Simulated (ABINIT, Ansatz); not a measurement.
## AlN (P6_3mc): the self-energy step of ABINIT by different routes

Aim: time the self-energy step for AlN (P6_3mc) over ranks and options.

Method: PBE and many-body steps on it, plane waves, in ABINIT 10.8.3.

The database entry behind the starting cell differs from other determinations of this structure, so it need not match the best structure at room temperature.

**1. The structure**

The structure is hexagonal, space group P6_3mc (No. 186). Conventional cell: a = 3.113 Å, b = 3.113 Å, c = 4.981 Å, α = 90.00°, β = 90.00°, γ = 120.00°. Nearest to Al lie 4 N at 1.89 Å. Nearest to N lie 4 Al at 1.89 Å. Farther neighbours, and contacts between anions beyond the nearest, are not listed.

As a file:

```cif
data_structure
_symmetry_space_group_name_H-M 'P6_3mc'
_symmetry_Int_Tables_number 186
_cell_length_a 3.1130
_cell_length_b 3.1130
_cell_length_c 4.9810
_cell_angle_alpha 90.000
_cell_angle_beta 90.000
_cell_angle_gamma 120.000
_cell_volume 41.80
loop_
_atom_site_label
_atom_site_type_symbol
_atom_site_symmetry_multiplicity
_atom_site_Wyckoff_symbol
_atom_site_fract_x
_atom_site_fract_y
_atom_site_fract_z
_atom_site_occupancy
Al1 Al 2 b 0.33333 0.66667 0.00000 1
N1 N 2 b 0.33333 0.66667 0.38000 1
```

The cell and positions come from the Crystallography Open Database and are kept as given unless a step says otherwise.

**2. Base**

This step: ABINIT 10.8.3; G0W0 on PBE, plane waves, norm-conserving pseudopotentials.

The self-energy is evaluated for the states that the input lists, and the quasiparticle equation is solved.

run.abi

```
acell 3*1.0 Angstrom
rprim 
  3.113000000011 -0.000000000003 0.000000000000
  -1.556500000003 2.695937081992 0.000000000000
  0.000000000000 0.000000000000 4.981000000000
ntypat 2
znucl 13 7
natom 4
typat 1 1 2 2
xred 
  0.333333333333 0.666666666667 0.000000000000
  0.666666666667 0.333333333333 0.500000000000
  0.333333333333 0.666666666667 0.380000000000
  0.666666666667 0.333333333333 0.880000000000
pp_dirpath "pseudos"
pseudos "Al.upf, N.upf"
ecut 36
ngkpt 6 6 4
nshiftk 1
shiftk 0 0 0
kptopt 1
chksymbreak 0
istwfk *1
occopt 1
irdwfk 1
optdriver 4
nband 132
gwcalctyp 0
ecutsigx 36
symsigma 1
nkptgw 1
kptgw 
  0.0000000000 0.0000000000 0.0000000000
bdgw 
  6 10
ecuteps 7
irdscr 1
ppmodel 1
indata_prefix "in"
outdata_prefix "out"
tmpdata_prefix "tmp"
```

The run is started by

```console
$ OMP_NUM_THREADS=1 mpirun -n 56 abinit run.abi > log
```

The program printed:

```text
.Version 10.8.3 of ABINIT. v10.8.2 released Aug 2026.

 Symmetries : space group P6_3 m c (#186); Bravais hP (primitive hexag.)
[... echo of the input left out ...]
== DATASET  1 ==================================================================
-   mpi_nproc: 56, omp_nthreads: 1 (-1 if OMP is not activated)

--- !DatasetInfo
iteration_state: {dtset: 1, }
dimensions: {natom: 4, nkpt: 21, mband: 132, nsppol: 1, nspinor: 1, nspden: 1, mpw: 2934, }
cutoff_energies: {ecut:  36.0, pawecutdg:  -1.0, }
electrons: {nelect:   1.60000000E+01, charge:   0.00000000E+00, occopt:   1.00000000E+00, tsmear:   1.00000000E-02, }

 SIGMA: Calculation of the GW corrections

 Based on a program developped by R.W. Godby, V. Olevano, G. Onida, and L. Reining.
 Incorporated in ABINIT by V. Olevano, G.-M. Rignanese, and M. Torrent.
.Using double precision arithmetic ; gwpc =  8

[... cell and pseudopotentials left out ...]
--------------------------------------------------------------------------------

 ==== K-mesh for the wavefunctions ====
 Number of points in the irreducible wedge :    21
[... list of points left out ...]
 Together with 12 symmetry operations and time-reversal symmetry
 yields   144 points in the full Brillouin Zone.

 ==== Q-mesh for screening function ====
 Number of points in the irreducible wedge :    21
[... list of points left out ...]
 Together with 12 symmetry operations and time-reversal symmetry
 yields   144 points in the full Brillouin Zone.

 vcoul_init : cutoff-mode = AUXILIARY_FUNCTION
 q-points for optical limit:   1
     1)      0.000010    0.000020    0.000030
 setmesh: FFT mesh size selected  =    27x   27x   54
          total number of points  =        39366

 Number of electrons calculated from density =   16.0000; Expected =   16.0000
 average of density, n =  0.056718
 r_s =    1.6146
 omega_plasma =   22.9728 [eV]

 === KS Band Gaps ===
  >>>> For spin  1
   Minimum direct gap =   4.2205 [eV], located at k-point      :   0.0000  0.0000  0.0000
   Fundamental gap    =   4.2205 [eV], Top of valence bands at :   0.0000  0.0000  0.0000
                                       Bottom of conduction at :   0.0000  0.0000  0.0000
 SIGMA fundamental parameters:
 PLASMON POLE MODEL  1
 number of plane-waves for SigmaX                 2863
 number of plane-waves for SigmaC and W            251
 number of plane-waves for wavefunctions          2863
 number of bands                                   132
 number of independent spin polarizations            1
 number of spinorial components                      1
 number of k-points in IBZ                          21
 number of q-points in IBZ                          21
 number of symmetry operations                      12
 number of k-points in BZ                          144
 number of q-points in BZ                          144
 number of frequencies for dSigma/dE                 9
 frequency step for dSigma/dE [eV]                0.25
 number of omega for Sigma on real axis              0
 max omega for Sigma on real axis  [eV]           0.00
 zcut for avoiding poles [eV]                     0.10

 EPSILON^-1 parameters (SCR file):
 dimension of the eps^-1 matrix on file            251
 dimension of the eps^-1 matrix used               251
 number of plane-waves for wavefunctions          2863
 number of bands                                   132
 number of q-points in IBZ                          21
 number of frequencies                               2
 number of real frequencies                          1
 number of imag frequencies                          1

 matrix elements of self-energy operator (all in [eV])

 Perturbative Calculation

--- !SelfEnergy_ee
iteration_state: {dtset: 1, }
kpoint     : [   0.000,    0.000,    0.000, ]
spin       : 1
KS_gap     :    4.220
QP_gap     :    5.581
Delta_QP_KS:    1.361
data: !SigmaeeData |
     Band     E0 <VxcDFT>   SigX SigC(E0)      Z dSigC/dE  Sig(E)    E-E0       E
        6   5.135 -16.968 -20.992   3.079   0.788  -0.270 -17.712  -0.745   4.390
        7   5.135 -16.968 -20.992   3.079   0.788  -0.270 -17.712  -0.745   4.390
        8   5.314 -17.078 -21.024   3.040   0.788  -0.269 -17.791  -0.714   4.601
        9   9.535 -12.527  -8.048  -3.687   0.818  -0.223 -11.880   0.647  10.182
       10  11.990 -10.836  -5.799  -4.224   0.827  -0.209 -10.164   0.672  12.662

== END DATASET(S) ==============================================================
================================================================================

 -outvars: echo values of variables after computation  --------
           etotal      0.0000000000E+00
            nband         132
             nkpt          21
          spgroup         186
 [... the other variables as echoed above ...]

 Calculation completed.
```

Wall time 5.6 s (56 MPI ranks of Arm Neoverse N1, host not shared); peak memory 3.6 GiB; 5 min of CPU time.

This step gave:

```
G0W0 gap on the mesh                         : 5.581 eV
starting gap on the mesh                     : 4.220 eV
k of the valence top                         : 0, 0, 0
k of the conduction bottom                   : 0, 0, 0
Z at the valence top                         : 0.788
Z at the conduction bottom                   : 0.818
least direct G0W0 gap on the computed points : 5.581 eV
```

The gap on the mesh goes from 4.22 eV to 5.58 eV, a correction of +1.36 eV.

**3. Ranks (16 × 1)**

run.abi is that of step 2.

The run is started by

```console
$ OMP_NUM_THREADS=1 mpirun -n 16 abinit run.abi > log
```

The program printed:

```text
.Version 10.8.3 of ABINIT. v10.8.2 released Aug 2026.

 Symmetries : space group P6_3 m c (#186); Bravais hP (primitive hexag.)
[... echo of the input left out ...]
== DATASET  1 ==================================================================
-   mpi_nproc: 16, omp_nthreads: 1 (-1 if OMP is not activated)

--- !DatasetInfo
iteration_state: {dtset: 1, }
dimensions: {natom: 4, nkpt: 21, mband: 132, nsppol: 1, nspinor: 1, nspden: 1, mpw: 2934, }
cutoff_energies: {ecut:  36.0, pawecutdg:  -1.0, }
[...]
8   5.314 -17.078 -21.024   3.040   0.788  -0.269 -17.791  -0.714   4.601
        9   9.535 -12.527  -8.048  -3.687   0.818  -0.223 -11.880   0.647  10.182
       10  11.990 -10.836  -5.799  -4.224   0.827  -0.209 -10.164   0.672  12.662

== END DATASET(S) ==============================================================
================================================================================

 -outvars: echo values of variables after computation  --------
           etotal      0.0000000000E+00
            nband         132
             nkpt          21
          spgroup         186
 [... the other variables as echoed above ...]

 Calculation completed.
```

Wall time 8.4 s (16 MPI ranks); peak memory 3 GiB; 2.2 min of CPU time.

This step gave:

```yaml
g0w0_gap_on_the_mesh: 5.581 eV
starting_gap_on_the_mesh: 4.220 eV
k_of_the_valence_top: 0, 0, 0
k_of_the_conduction_bottom: 0, 0, 0
least_direct_g0w0_gap_on_the_computed_points: 5.581 eV
```

Against G0W0 in ABINIT (6×6×4 mesh, 132 bands, screening to 190.5 eV, Godby-Needs plasmon pole), the gap moves by +0.000 eV.

**4. Ranks (8 × 1)**

run.abi is that of step 3.

The run is started by

```console
$ OMP_NUM_THREADS=1 mpirun -n 8 abinit run.abi > log
```

The program printed:

```text
.Version 10.8.3 of ABINIT. v10.8.2 released Aug 2026.

 Symmetries : space group P6_3 m c (#186); Bravais hP (primitive hexag.)
[... echo of the input left out ...]
== DATASET  1 ==================================================================
-   mpi_nproc: 8, omp_nthreads: 1 (-1 if OMP is not activated)

--- !DatasetInfo
iteration_state: {dtset: 1, }
dimensions: {natom: 4, nkpt: 21, mband: 132, nsppol: 1, nspinor: 1, nspden: 1, mpw: 2934, }
cutoff_energies: {ecut:  36.0, pawecutdg:  -1.0, }
[...]
8   5.314 -17.078 -21.024   3.040   0.788  -0.269 -17.791  -0.714   4.601
        9   9.535 -12.527  -8.048  -3.687   0.818  -0.223 -11.880   0.647  10.182
       10  11.990 -10.836  -5.799  -4.224   0.827  -0.209 -10.164   0.672  12.662

== END DATASET(S) ==============================================================
================================================================================

 -outvars: echo values of variables after computation  --------
           etotal      0.0000000000E+00
            nband         132
             nkpt          21
          spgroup         186
 [... the other variables as echoed above ...]

 Calculation completed.
```

Run time: 13 s. Hardware: 8 MPI ranks; peak memory 2 GiB; 1.7 min of CPU time.

This step gave:

```yaml
g0w0_gap_on_the_mesh: 5.581 eV
starting_gap_on_the_mesh: 4.220 eV
k_of_the_valence_top: 0, 0, 0
k_of_the_conduction_bottom: 0, 0, 0
least_direct_g0w0_gap_on_the_computed_points: 5.581 eV
```

Against G0W0 in ABINIT (6×6×4 mesh, 132 bands, screening to 190.5 eV, Godby-Needs plasmon pole), the gap moves by +0.000 eV.

**5. Ranks (4 × 1)**

run.abi is that of step 4.

The run is started by

```console
$ OMP_NUM_THREADS=1 mpirun -n 4 abinit run.abi > log
```

The program printed:

```text
.Version 10.8.3 of ABINIT. v10.8.2 released Aug 2026.

 Symmetries : space group P6_3 m c (#186); Bravais hP (primitive hexag.)
[... echo of the input left out ...]
== DATASET  1 ==================================================================
-   mpi_nproc: 4, omp_nthreads: 1 (-1 if OMP is not activated)

--- !DatasetInfo
iteration_state: {dtset: 1, }
dimensions: {natom: 4, nkpt: 21, mband: 132, nsppol: 1, nspinor: 1, nspden: 1, mpw: 2934, }
cutoff_energies: {ecut:  36.0, pawecutdg:  -1.0, }
[...]
8   5.314 -17.078 -21.024   3.040   0.788  -0.269 -17.791  -0.714   4.601
        9   9.535 -12.527  -8.048  -3.687   0.818  -0.223 -11.880   0.647  10.182
       10  11.990 -10.836  -5.799  -4.224   0.827  -0.209 -10.164   0.672  12.662

== END DATASET(S) ==============================================================
================================================================================

 -outvars: echo values of variables after computation  --------
           etotal      0.0000000000E+00
            nband         132
             nkpt          21
          spgroup         186
 [... the other variables as echoed above ...]

 Calculation completed.
```

Run time: 22 s. Hardware: 4 MPI ranks; peak memory 1.4 GiB.

Read from the output:

```yaml
g0w0_gap_on_the_mesh: 5.581 eV
starting_gap_on_the_mesh: 4.220 eV
k_of_the_valence_top: 0, 0, 0
k_of_the_conduction_bottom: 0, 0, 0
least_direct_g0w0_gap_on_the_computed_points: 5.581 eV
```

Against G0W0 in ABINIT (6×6×4 mesh, 132 bands, screening to 190.5 eV, Godby-Needs plasmon pole), the gap moves by +0.000 eV.

**6. Ranks (2 × 1)**

run.abi is that of step 5.

The run is started by

```console
$ OMP_NUM_THREADS=1 mpirun -n 2 abinit run.abi > log
```

The program printed:

```text
.Version 10.8.3 of ABINIT. v10.8.2 released Aug 2026.

 Symmetries : space group P6_3 m c (#186); Bravais hP (primitive hexag.)
[... echo of the input left out ...]
== DATASET  1 ==================================================================
-   mpi_nproc: 2, omp_nthreads: 1 (-1 if OMP is not activated)

--- !DatasetInfo
iteration_state: {dtset: 1, }
dimensions: {natom: 4, nkpt: 21, mband: 132, nsppol: 1, nspinor: 1, nspden: 1, mpw: 2934, }
cutoff_energies: {ecut:  36.0, pawecutdg:  -1.0, }
[...]
8   5.314 -17.078 -21.024   3.040   0.788  -0.269 -17.791  -0.714   4.601
        9   9.535 -12.527  -8.048  -3.687   0.818  -0.223 -11.880   0.647  10.182
       10  11.990 -10.836  -5.799  -4.224   0.827  -0.209 -10.164   0.672  12.662

== END DATASET(S) ==============================================================
================================================================================

 -outvars: echo values of variables after computation  --------
           etotal      0.0000000000E+00
            nband         132
             nkpt          21
          spgroup         186
 [... the other variables as echoed above ...]

 Calculation completed.
```

The job ended after 40 s (2 MPI ranks; peak memory 1.1 GiB; 79 s of CPU time).

Numbers from this step:

* G0W0 gap on the mesh: 5.581 eV
* starting gap on the mesh: 4.220 eV
* k of the valence top: 0, 0, 0
* k of the conduction bottom: 0, 0, 0
* least direct G0W0 gap on the computed points: 5.581 eV

Against G0W0 in ABINIT (6×6×4 mesh, 132 bands, screening to 190.5 eV, Godby-Needs plasmon pole), the gap moves by +0.000 eV.

**7. Ranks (1 × 1)**

run.abi is that of step 6.

The run is started by

```console
$ OMP_NUM_THREADS=1 abinit run.abi > log
```

The program printed:

```text
.Version 10.8.3 of ABINIT. v10.8.2 released Aug 2026.

 Symmetries : space group P6_3 m c (#186); Bravais hP (primitive hexag.)
[... echo of the input left out ...]
== DATASET  1 ==================================================================
-   mpi_nproc: 1, omp_nthreads: 1 (-1 if OMP is not activated)

--- !DatasetInfo
iteration_state: {dtset: 1, }
dimensions: {natom: 4, nkpt: 21, mband: 132, nsppol: 1, nspinor: 1, nspden: 1, mpw: 2934, }
cutoff_energies: {ecut:  36.0, pawecutdg:  -1.0, }
[...]
8   5.314 -17.078 -21.024   3.040   0.788  -0.269 -17.791  -0.714   4.601
        9   9.535 -12.527  -8.048  -3.687   0.818  -0.223 -11.880   0.647  10.182
       10  11.990 -10.836  -5.799  -4.224   0.827  -0.209 -10.164   0.672  12.662

== END DATASET(S) ==============================================================
================================================================================

 -outvars: echo values of variables after computation  --------
           etotal      0.0000000000E+00
            nband         132
             nkpt          21
          spgroup         186
 [... the other variables as echoed above ...]

 Calculation completed.
```

Elapsed: 76 s, on 1 MPI rank; peak memory 0.94 GiB.

This step gave:

```yaml
g0w0_gap_on_the_mesh: 5.581 eV
starting_gap_on_the_mesh: 4.220 eV
k_of_the_valence_top: 0, 0, 0
k_of_the_conduction_bottom: 0, 0, 0
least_direct_g0w0_gap_on_the_computed_points: 5.581 eV
```

Against G0W0 in ABINIT (6×6×4 mesh, 132 bands, screening to 190.5 eV, Godby-Needs plasmon pole), the gap moves by +0.000 eV.

**8. Threads in place of ranks (14 × 4)**

run.abi is that of step 7.

The run is started by

```console
$ OMP_NUM_THREADS=4 mpirun -n 14 abinit run.abi > log
```

The program printed:

```text
.Version 10.8.3 of ABINIT. v10.8.2 released Aug 2026.

 Symmetries : space group P6_3 m c (#186); Bravais hP (primitive hexag.)
[... echo of the input left out ...]
== DATASET  1 ==================================================================
-   mpi_nproc: 14, omp_nthreads: 4 (-1 if OMP is not activated)

--- !DatasetInfo
iteration_state: {dtset: 1, }
dimensions: {natom: 4, nkpt: 21, mband: 132, nsppol: 1, nspinor: 1, nspden: 1, mpw: 2934, }
cutoff_energies: {ecut:  36.0, pawecutdg:  -1.0, }
[...]
8   5.314 -17.078 -21.024   3.040   0.788  -0.269 -17.791  -0.714   4.601
        9   9.535 -12.527  -8.048  -3.687   0.818  -0.223 -11.880   0.647  10.182
       10  11.990 -10.836  -5.799  -4.224   0.827  -0.209 -10.164   0.672  12.662

== END DATASET(S) ==============================================================
================================================================================

 -outvars: echo values of variables after computation  --------
           etotal      0.0000000000E+00
            nband         132
             nkpt          21
          spgroup         186
 [... the other variables as echoed above ...]

 Calculation completed.
```

Wall time 6.4 s (14 MPI ranks); peak memory 2.9 GiB; 2.3 min of CPU time.

Numbers from this step:

- G0W0 gap on the mesh: 5.581 eV
- starting gap on the mesh: 4.220 eV
- k of the valence top: 0, 0, 0
- k of the conduction bottom: 0, 0, 0
- least direct G0W0 gap on the computed points: 5.581 eV

Against G0W0 in ABINIT (6×6×4 mesh, 132 bands, screening to 190.5 eV, Godby-Needs plasmon pole), the gap moves by +0.000 eV.

**9. No symmetry**

Changes to run.abi since step 8:

```diff
@@ -29,3 +29,3 @@
 ecutsigx 36
-symsigma 1
+symsigma 0
 nkptgw 1
```

The run is started by

```console
$ OMP_NUM_THREADS=1 mpirun -n 56 abinit run.abi > log
```

The program printed:

```text
.Version 10.8.3 of ABINIT. v10.8.2 released Aug 2026.

 Symmetries : space group P6_3 m c (#186); Bravais hP (primitive hexag.)
[... echo of the input left out ...]
== DATASET  1 ==================================================================
-   mpi_nproc: 56, omp_nthreads: 1 (-1 if OMP is not activated)

--- !DatasetInfo
iteration_state: {dtset: 1, }
dimensions: {natom: 4, nkpt: 21, mband: 132, nsppol: 1, nspinor: 1, nspden: 1, mpw: 2934, }
cutoff_energies: {ecut:  36.0, pawecutdg:  -1.0, }
[...]
8   5.314 -17.078 -21.024   3.040   0.788  -0.269 -17.791  -0.714   4.601
        9   9.535 -12.527  -8.048  -3.687   0.818  -0.223 -11.880   0.647  10.182
       10  11.990 -10.836  -5.799  -4.224   0.827  -0.209 -10.164   0.672  12.662

== END DATASET(S) ==============================================================
================================================================================

 -outvars: echo values of variables after computation  --------
           etotal      0.0000000000E+00
            nband         132
             nkpt          21
          spgroup         186
 [... the other variables as echoed above ...]

 Calculation completed.
```

It took 16 s on 56 MPI ranks; peak memory 9.3 GiB.

This step gave:

```
G0W0 gap on the mesh                         : 5.581 eV
starting gap on the mesh                     : 4.220 eV
k of the valence top                         : 0, 0, 0
k of the conduction bottom                   : 0, 0, 0
least direct G0W0 gap on the computed points : 5.581 eV
```

Against G0W0 in ABINIT (6×6×4 mesh, 132 bands, screening to 190.5 eV, Godby-Needs plasmon pole), the gap moves by +0.000 eV.

(Part 1 of 2 ends here.)

[Long decimals in the printed logs are rounded to 6 places.]

[Logs are printed without paths, hosts, clocks, repeated set-up lines and the standing remarks that a program may print on its own settings, such as how far it seeks lower states.]

[Paths, hosts, dates, memory and timing lines, banners, echoed tables and standing remarks are left out of the program output; an Ansatz launch command may be rebuilt from the run's recorded settings. Measured values are a selection of at most five: reports struck by readers or far from the other reports are left out. None is set beside runs whose start may be inverted or whose files or cutoffs have a known fault.]

[Runs of the session that timed out or met a known fault of the program may be left out.]

[Hosts, paths, dates, database ids (printed as entryN), source tags and the programs' standing remarks are cut or masked in the printed files.]

[G0W0 gaps are taken among the corrected bands and points alone; a level outside them can change the order at an edge.]

[Where Ansatz stands beside ABINIT at settings called matched, ABINIT's density can come from a denser mesh and the files from another edition; pairs whose starting gaps differed by over 0.03 eV were left out, so agreement reads better than it is.]
